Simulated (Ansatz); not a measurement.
# CsTiF3 (cubic perovskite) (Pm-3m): how robust is the cRPA U?, part 2 of 2

Wanted: the sensitivity and cost of U and J for CsTiF3 (cubic perovskite) (Pm-3m).

Ansatz 0.2.0; constrained RPA on LDA, plane waves, PAW.

So far. Step 4 (Changed: 6×6×6 mesh): On the Ti t2g shell, screening brings the on-site interaction from 15.6 eV down to U = 5.72 eV. Step 5 (Changed: accuracy high): On the Ti t2g shell, screening brings the on-site interaction from 15.6 eV down to U = 5.72 eV.

The structure was built from a prototype and need not be the compound's stable phase.

**7. Changed: orbitals of another atom**

The input, input.yaml:

```yaml
crystal:
  lattice:
    - [0.0, -4.15625503, 0.0]
    - [0.0, 0.0, 4.15625503]
    - [-4.15625503, 0.0, 0.0]
  atoms:
    - { symbol: Cs, position: [0.0, 0.0, 0.0] }
    - { symbol: Ti, position: [0.5, 0.5, 0.5] }
    - { symbol: F, position: [0.5, 0.5, 0.0] }
    - { symbol: F, position: [0.5, 0.0, 0.5] }
    - { symbol: F, position: [0.0, 0.5, 0.5] }
kpoints:
  mp_grid: { grid: [6, 6, 6] }
hamiltonian:
  xc: lda
scf:
  occupations: { method: gaussian, width: 0.08 }
  n_extra_bands: 19
  max_iter: 150
  lower_state_search: "off"
output:
  crpa:
    kmesh: [4, 4, 4]
    target_bands: [v1, c2]
    projections: [{ species: F, l: p }]
```

Run with:

```
ansatz run input.yaml --threads 4 --pin off --max-ram 9216MiB --backend cpu --events-out ev --progress --plain --runs-dir out
```

Numbers of over 12 decimals in the logs are rounded to 6 here.

The log of the run:

```text
Error: invalid value for `output.crpa.projections`: 9 orbital(s) selected but the target window spans 3 band(s); name one orbital per band of it
```

Wall time 0.11 s (4 threads of Arm Neoverse V2, shared host); peak memory 0.092 GiB.

The input was rejected at the start.

The program's message: “Error: invalid value for `output.crpa.projections`: 9 orbital(s) selected but the target window spans 3 band(s); name one orbital per band of it”

The fault put into this input: trial orbitals that do not match the target bands.

**8. Changed: PBE**

This step: constrained RPA on PBE, plane waves, PAW.

Changes to input.yaml since step 7:

```diff
@@ -14,3 +14,3 @@
 hamiltonian:
-  xc: lda
+  xc: pbe
 scf:
@@ -24,2 +24,2 @@
     target_bands: [v1, c2]
-    projections: [{ species: F, l: p }]
+    projections: [{ species: Ti, l: d, shell: 3, orbitals: [dxz, dyz, dxy] }]
```

The log of the run:

```text
[...]
Crystal: 5 atoms, lattice volume = 71.797 Å³
Basis set: ecut = 420 eV, 1365 PW (Γ)
Bands: 40, of which v1, the nominal top of the filled ones, is band 21 counted from 1 (20 counted from 0)
Symmetry: 48 space group operations
[...]
k-points: 20 of 216
[...]
k-point 19: bands = [... 17 lower, 5.0124, 5.0124, 5.0124, 13.2688, 13.2688, 13.2688, 14.8729, 14.8729, ... 15 higher]
[...]
χ-basis size per q: N_G = 251..280
[...]
Site 1, 3D, 3 of 5 d orbitals (Wannier functions 1, 2, 3; wannier90's mr 2, 3, 5):
      screened: U = 5.9413 eV, U' = 5.0480 eV, J = 0.4388 eV
      screened, to within: U = 8.5e-3 eV, U' = 8.5e-3 eV, J = 8.6e-4 eV
      bare: V = 15.8342 eV, V' = 14.6868 eV, J = 0.5800 eV
[...]
[key lines of the parts left out:]
SCF converged after 7 iterations
Free energy (F): -10600.008525 eV
Fermi energy:    12.492104 eV
```

Run time: 31 s. Hardware: 4 threads; peak memory 0.58 GiB; 1.9 min of CPU time.

Numbers from this step:

- U: 5.941 eV
- U prime (inter-orbital): 5.048 eV
- J: 0.4388 eV
- bare V: 15.83 eV
- bare J: 0.5800 eV
- stated bound on U: 0.008496 eV
- U over bare V: 0.3752
- electrons in the window: 2.000
- head of the constrained inverse dielectric matrix: 0.3413
- least eigenvalue of the projection's overlap: 0.8759
- target functions: 3
- bands in the sums: 46
- width of the target bands: 1.466 eV
- weight of the projected orbitals in the window: 0.9206

On the Ti t2g shell, screening brings the on-site interaction from 15.8 eV down to U = 5.94 eV.

**9. Changed: potentials**

This step: constrained RPA on LDA, plane waves, PAW.

Changes to input.yaml since step 8:

```diff
@@ -14,3 +14,4 @@
 hamiltonian:
-  xc: pbe
+  xc: lda
+  pseudopotentials: { kind: paw, source: ansatz }
 scf:
```

The log of the run:

```text
Ti: projections on atomic orbitals take those of the free atom [Ne] 3s2 3p6 3d2 4s2, of charge +0.00 (hamiltonian.pseudopotentials.projection_atoms); the dataset's partial waves leave at most 3.9e-6 of an orbital's norm unspanned inside its sphere
[...]
Crystal: 5 atoms, lattice volume = 71.797 Å³
Basis set: ecut = 1050 eV, 5497 PW (Γ)
[...]
k-point 19: bands = [... 17 lower, 4.6198, 4.6198, 4.6198, 12.7697, 12.7697, 12.7697, 14.2787, 14.2787, ... 15 higher]
[...]
χ-basis size per q: N_G = 251..280
[...]
Site 1, 3D, 3 of 5 d orbitals (Wannier functions 1, 2, 3; wannier90's mr 2, 3, 5):
      screened: U = 5.7018 eV, U' = 4.8306 eV, J = 0.4269 eV
      screened, to within: U = 1.2e-2 eV, U' = 1.2e-2 eV, J = 8.7e-4 eV
      bare: V = 15.6064 eV, V' = 14.4810 eV, J = 0.5674 eV
[...]
[key lines of the parts left out:]
SCF converged after 8 iterations
Free energy (F): -10362.574977 eV
Fermi energy:    11.961747 eV
```

Wall time 2.5 min (4 threads); peak memory 1.1 GiB; 9.6 min of CPU time.

Numbers from this step:

```
U                                                 : 5.702 eV
U prime (inter-orbital)                           : 4.831 eV
J                                                 : 0.4269 eV
bare V                                            : 15.61 eV
bare J                                            : 0.5674 eV
stated bound on U                                 : 0.01178 eV
U over bare V                                     : 0.3653
electrons in the window                           : 2.000
head of the constrained inverse dielectric matrix : 0.3286
least eigenvalue of the projection's overlap      : 0.8742
target functions                                  : 3
bands in the sums                                 : 46
width of the target bands                         : 1.527 eV
weight of the projected orbitals in the window    : 0.9175
```

On the Ti t2g shell, screening brings the on-site interaction from 15.6 eV down to U = 5.70 eV.

**10. Side by side**

Times are wall times on 4 threads of Arm Neoverse V2, shared host, good to a factor of about two.

```
          run  bare V (eV)  U (eV)  J (eV)  bound on U (eV)  width (eV)     time
target window        15.61   5.714   0.428           0.0081        1.52     33 s
   2×2×2 mesh        16.03   6.114   0.438           0.0081        1.52    5.3 s
   6×6×6 mesh        15.58   5.724   0.427           0.0086        1.52  2.9 min
accuracy high        15.61   5.715   0.428           0.0006        1.52     55 s
          PBE        15.83   5.941   0.439           0.0085        1.47     31 s
   potentials        15.61   5.702   0.427           0.0118        1.53  2.5 min
```

**11. What came out**

* target window: U 5.71 eV, J 0.43 eV
* 2×2×2 mesh: U 6.11 eV, J 0.44 eV
* 6×6×6 mesh: U 5.72 eV, J 0.43 eV
* accuracy high: U 5.72 eV, J 0.43 eV
* PBE: U 5.94 eV, J 0.44 eV
* potentials: U 5.70 eV, J 0.43 eV

2×2×2 mesh moves U by +0.40 eV at 0.16 times the time. 6×6×6 mesh moves U by +0.01 eV (within the solver's bounds, for the mean over orbitals) at 5.4 times the time. Accuracy high moves U by +0.001 eV (within the solver's bounds, for the mean over orbitals). PBE moves U by +0.23 eV. Potentials moves U by −0.01 eV (within the solver's bounds, for the mean over orbitals) at 4.6 times the time. The printed bound covers the solver alone, not the mesh. The parent state is non-magnetic and the interaction static (zero frequency); U depends on the window and the orbitals, so it belongs to this model alone.

[Paths, hosts, dates, memory and timing lines, banners, echoed tables and standing remarks are left out of the program output.]

[Logs are printed without paths, hosts, clocks, repeated set-up lines and the standing remarks that a program may print on its own settings, such as how far it seeks lower states.]

[Runs of the session that timed out or met a known fault of the program may be left out.]

[Hosts, paths, dates, database ids (printed as entryN), source tags and the programs' standing remarks are cut or masked in the printed files.]
